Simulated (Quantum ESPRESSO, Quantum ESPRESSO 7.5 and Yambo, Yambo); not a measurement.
**Quasiparticle gap of LiF (Griceite) in Yambo**

Aim: the G0W0 gap of LiF (Griceite) on PBE, step by step.

Main program and level: Quantum ESPRESSO 7.5 and Yambo 5.3.0; PBE and many-body steps on it, plane waves.

Most raw output is cut from this account.

## 1. The starting structure

It takes space group Fm-3m (No. 225, cubic). Conventional cell: a = 4.028 Å, b = 4.028 Å, c = 4.028 Å, α = 90.00°, β = 90.00°, γ = 90.00°. Nearest to Li lie 6 F at 2.01 Å. Nearest to F lie 6 Li at 2.01 Å. Farther neighbours and most contacts between anions are not listed.

The cell and positions come from the Crystallography Open Database and are kept as given unless a step says otherwise.

## 2. Ground state

This step: Quantum ESPRESSO 7.5; DFT, PBE, plane waves, norm-conserving pseudopotentials.

The ground-state density comes first.

Input file pw.in:

```
&control
  calculation = 'scf'
  prefix = 'x'
  outdir = 'o'
  pseudo_dir = 'pseudo'
/
&system
  ibrav = 0
  nat = 2
  ntyp = 2
  ecutwfc = 72.0
  nbnd = 10
  force_symmorphic = .true.
/
&electrons
  conv_thr = 1e-10
  electron_maxstep = 80
  mixing_beta = 0.5
/
ATOMIC_SPECIES
  Li 6.94 Li.upf
  F 18.998 F.upf
CELL_PARAMETERS angstrom
  0.0000000000 2.0140000000 2.0140000000
  2.0140000000 0.0000000000 2.0140000000
  2.0140000000 2.0140000000 -0.0000000000
ATOMIC_POSITIONS crystal
  Li 0.0000000000 0.0000000000 0.0000000000
  F 0.5000000000 0.5000000000 0.5000000000
K_POINTS automatic
  8 8 8 0 0 0
```

Launch:

```sh
> OMP_NUM_THREADS=1 mpirun -n 4 pw.x -nk 4 -in pw.in > pw.out
```

The job ended after 2.1 s (4 MPI ranks of Arm Neoverse V1, shared host; peak memory 0.18 GiB).

This step gave:

```yaml
total_energy: -870.5136 eV
gap: 9.115 eV
k_of_the_valence_top: 0, 0, 0
k_of_the_conduction_bottom: 0, 0, 0
least_direct_gap: 9.115 eV
```

The gap is direct, at Γ.

## 3. Bands along the symmetry lines

The cheap functional maps the bands first; the places of the edges decide which points the dearer methods must see.

Input file pw.in:

```
&control
  calculation = 'bands'
  prefix = 'x'
  outdir = 'o'
  pseudo_dir = 'pseudo'
/
&system
  ibrav = 0
  nat = 2
  ntyp = 2
  ecutwfc = 72.0
  nbnd = 11
  force_symmorphic = .true.
/
&electrons
  conv_thr = 1e-9
  electron_maxstep = 80
  diago_full_acc = .true.
  diago_thr_init = 5e-6
/
ATOMIC_SPECIES
  Li 6.94 Li.upf
  F 18.998 F.upf
CELL_PARAMETERS angstrom
  0.0000000000 2.0140000000 2.0140000000
  2.0140000000 0.0000000000 2.0140000000
  2.0140000000 2.0140000000 -0.0000000000
ATOMIC_POSITIONS crystal
  Li 0.0000000000 0.0000000000 0.0000000000
  F 0.5000000000 0.5000000000 0.5000000000
K_POINTS crystal
  50
  0.00000000 0.00000000 0.00000000 1
  0.06250000 0.00000000 0.06250000 1
  0.12500000 0.00000000 0.12500000 1
  0.18750000 0.00000000 0.18750000 1
  0.25000000 0.00000000 0.25000000 1
  0.31250000 0.00000000 0.31250000 1
  0.37500000 0.00000000 0.37500000 1
  0.43750000 0.00000000 0.43750000 1
  0.50000000 0.00000000 0.50000000 1
  0.51562500 0.03125000 0.51562500 1
  0.53125000 0.06250000 0.53125000 1
  0.54687500 0.09375000 0.54687500 1
  0.56250000 0.12500000 0.56250000 1
  0.57812500 0.15625000 0.57812500 1
  0.59375000 0.18750000 0.59375000 1
  0.60937500 0.21875000 0.60937500 1
  0.62500000 0.25000000 0.62500000 1
  0.37500000 0.37500000 0.75000000 1
  0.32812500 0.32812500 0.65625000 1
  0.28125000 0.28125000 0.56250000 1
  0.23437500 0.23437500 0.46875000 1
  0.18750000 0.18750000 0.37500000 1
  0.14062500 0.14062500 0.28125000 1
  0.09375000 0.09375000 0.18750000 1
  0.04687500 0.04687500 0.09375000 1
  0.00000000 0.00000000 0.00000000 1
  0.06250000 0.06250000 0.06250000 1
  0.12500000 0.12500000 0.12500000 1
  0.18750000 0.18750000 0.18750000 1
  0.25000000 0.25000000 0.25000000 1
  0.31250000 0.31250000 0.31250000 1
  0.37500000 0.37500000 0.37500000 1
  0.43750000 0.43750000 0.43750000 1
  0.50000000 0.50000000 0.50000000 1
  0.50000000 0.46875000 0.53125000 1
  0.50000000 0.43750000 0.56250000 1
  0.50000000 0.40625000 0.59375000 1
  0.50000000 0.37500000 0.62500000 1
  0.50000000 0.34375000 0.65625000 1
  0.50000000 0.31250000 0.68750000 1
  0.50000000 0.28125000 0.71875000 1
  0.50000000 0.25000000 0.75000000 1
  0.50000000 0.21875000 0.71875000 1
  0.50000000 0.18750000 0.68750000 1
  0.50000000 0.15625000 0.65625000 1
  0.50000000 0.12500000 0.62500000 1
  0.50000000 0.09375000 0.59375000 1
  0.50000000 0.06250000 0.56250000 1
  0.50000000 0.03125000 0.53125000 1
  0.50000000 0.00000000 0.50000000 1
```

The job ended after 1.4 s (4 MPI ranks; peak memory 0.05 GiB).

This step gave:

- gap: 9.114 eV
- k of the valence top: 0.0469, 0.0469, 0.0938
- k of the conduction bottom: 0, 0, 0
- least direct gap: 9.115 eV

The gap is 9.114 eV, −0.001 eV from the run before at this level.

Electronic bands along the path, in eV, zero at the top of the highest filled band; v1 is the highest filled band, c1 the lowest empty one:

```tsv
point	v4	v3	v2	v1	c1	c2	c3	c4
Γ	-19.90	0.00	0.00	0.00	9.11	23.99	23.99	23.99
halfway	-19.59	-1.42	-0.51	-0.51	11.43	18.82	19.77	20.65
X	-19.20	-2.98	-0.99	-0.99	14.82	16.54	17.49	20.26
halfway	-19.21	-2.85	-1.17	-0.92	14.84	15.87	17.71	20.08
U	-19.24	-2.48	-1.55	-0.73	14.53	14.92	18.45	19.69
jump to K	-19.24	-2.48	-1.55	-0.73	14.53	14.92	18.45	19.69
halfway	-19.59	-1.49	-0.75	-0.09	11.11	17.01	19.96	20.21
Γ	-19.90	0.00	0.00	0.00	9.11	23.99	23.99	23.99
halfway	-19.69	-1.36	-0.12	-0.12	10.38	17.98	20.59	20.59
L	-19.46	-2.50	-0.23	-0.23	10.83	16.74	18.94	18.94
halfway	-19.35	-2.31	-1.22	-0.48	12.56	15.76	19.00	19.20
W	-19.23	-2.06	-2.06	-0.79	15.08	15.08	17.48	19.28
halfway	-19.21	-2.73	-1.32	-0.89	14.86	15.76	17.49	19.75
X	-19.20	-2.98	-0.99	-0.99	14.82	16.54	17.49	20.26
```

## 4. Empty states on the mesh, 4×4×4 mesh, 42 bands

The sums over transitions need many empty states on a uniform mesh; this step solves for them.

Input file pw.in:

```
&control
  calculation = 'nscf'
  prefix = 'x'
  outdir = 'o'
  pseudo_dir = 'pseudo'
/
&system
  ibrav = 0
  nat = 2
  ntyp = 2
  ecutwfc = 72.0
  nbnd = 42
  force_symmorphic = .true.
/
&electrons
  conv_thr = 1e-9
  electron_maxstep = 80
  diago_full_acc = .true.
  diago_thr_init = 5e-6
/
ATOMIC_SPECIES
  Li 6.94 Li.upf
  F 18.998 F.upf
CELL_PARAMETERS angstrom
  0.0000000000 2.0140000000 2.0140000000
  2.0140000000 0.0000000000 2.0140000000
  2.0140000000 2.0140000000 -0.0000000000
ATOMIC_POSITIONS crystal
  Li 0.0000000000 0.0000000000 0.0000000000
  F 0.5000000000 0.5000000000 0.5000000000
K_POINTS automatic
  4 4 4 0 0 0
```

It took 1.3 s on 4 MPI ranks; peak memory 0.05 GiB.

Numbers from this step:

| Quantity | Value |
| --- | --- |
| gap | 9.115 eV |
| k of the valence top | 0, 0, 0 |
| k of the conduction bottom | 0, 0, 0 |
| least direct gap | 9.115 eV |
| k points computed | 8 |
| lowest point of the top converged band, above the valence top | 91.2249 eV |

On this mesh the gap is 9.115 eV.

## 5. Conversion and set-up

This step: Yambo 5.3.0; conversion and set-up on PBE, plane waves, norm-conserving pseudopotentials.

The states are converted to the many-body program's format and the q mesh is built.

Launch:

```sh
> (cd o/x.save; p2y > p2y.log; mv SAVE ../..); yambo > setup.log
```

Run time: 1.8 s. Hardware: 1 MPI rank; peak memory 0.24 GiB.

## 6. Screening and self-energy, 4×4×4 mesh, 42 bands, screening to 163.3 eV

Now the one-shot GW correction: screening in the RPA, then the self-energy of the levels asked for.

This step: G0W0 on PBE, plane waves, norm-conserving pseudopotentials.

Input file gw1.in:

```
HF_and_locXC
gw0
dyson
ppa
em1d
rim_cut
RandQpts= 1000000
RandGvec= 1 RL
EXXRLvcs= 72 Ry
VXCRLvcs= 288 Ry
Chimod= "HARTREE"
% BndsRnXp
 1 | 42 |
%
NGsBlkXp= 12 Ry
% LongDrXp
 1 | 1 | 1 |
%
% GbndRnge
 1 | 42 |
%
DysSolver= "n"
ExtendOut
PPAPntXp= 27.21138 eV
% QPkrange
 1 | 1 | 4 | 7 |
%
```

Launch:

```sh
> OMP_NUM_THREADS=1 mpirun -n 4 yambo -F gw1.in -J gw1 -C gw1 > gw1.log
```

Wall time 6.9 s (4 MPI ranks); peak memory 1.1 GiB.

Numbers from this step:

```yaml
g0w0_gap_on_the_points_computed: 13.18 eV
starting_gap_on_the_mesh: 9.115 eV
k_of_the_valence_top: 0, 0, 0
k_of_the_conduction_bottom: 0, 0, 0
least_direct_g0w0_gap_on_the_computed_points: 13.18 eV
z_at_the_valence_top: 0.8310
z_at_the_conduction_bottom: 0.8928
```

The gap on the mesh goes from 9.11 eV to 13.18 eV, a correction of +4.06 eV.

Limits: finite bands, cutoff and mesh; coarse k mesh. v1 is the top filled band, c1 the lowest empty one. Levels before and after the correction, in eV, zero at the valence-band top of each column:

```tsv
	conduction bottom	valence top
Kohn-Sham	9.11	0.00
G0W0	13.18	0.00
```

```tsv
	level	energy (eV)
Kohn-Sham	Γ v2-v1	0.000
Kohn-Sham	Γ c1	9.115
Kohn-Sham	Γ c2	23.991
G0W0	Γ v2-v1	0.000
G0W0	Γ c1	13.178
G0W0	Γ c2	29.028
```

## 7. Where the time went

Times are wall times on the hardware named with each run, good to a factor of about two.

```tsv
step	time	share	memory (GiB)
ground state	2.1 s	16 %	0.18
bands along the symmetry lines	1.4 s	11 %	0.05
empty states on the mesh	1.3 s	9 %	0.05
conversion and set-up	1.8 s	13 %	0.24
screening and self-energy	6.9 s	51 %	1.1
```

## 8. Results

```json
{"PBE gap": "9.11 eV, indirect (only 1 meV under the direct gap)", "G0W0 gap on the mesh": "13.18 eV", "GW settings": "4×4×4 mesh, 42 bands, screening to 163.3 eV, Godby-Needs plasmon pole", "known limits": "not at the basis limit; coarse k mesh"}
```

In words: G0W0 moves the gap on the mesh from 9.11 eV to 13.18 eV (+4.06 eV), with Z of 0.83 and 0.89 at the edges. Only 1 of the mesh's irreducible points was corrected, so a valley elsewhere could overtake. The dearest step here is «screening and self-energy». Bands and cutoff are finite, so the gap is not at the basis limit. The miss can reach some tenths of an eV and take either sign; the mesh is an error of its own. In the G0W0 run levels were corrected at 1 k point alone, so a gap called «on the mesh» is the least over those, and an edge elsewhere would be missed. The 4×4×4 mesh is coarse for this cell, which bears on the long-range parts of exchange and screening.

[Paths, hosts, dates, memory and timing lines, banners, echoed tables and standing remarks are left out of the program output.]

[Logs are printed without paths, hosts, clocks, repeated set-up lines and the standing remarks that a program may print on its own settings, such as how far it seeks lower states.]

[Runs of the session that timed out or met a known fault of the program may be left out.]

[Hosts, paths, dates, database ids (printed as entryN), source tags and the programs' standing remarks are cut or masked in the printed files.]
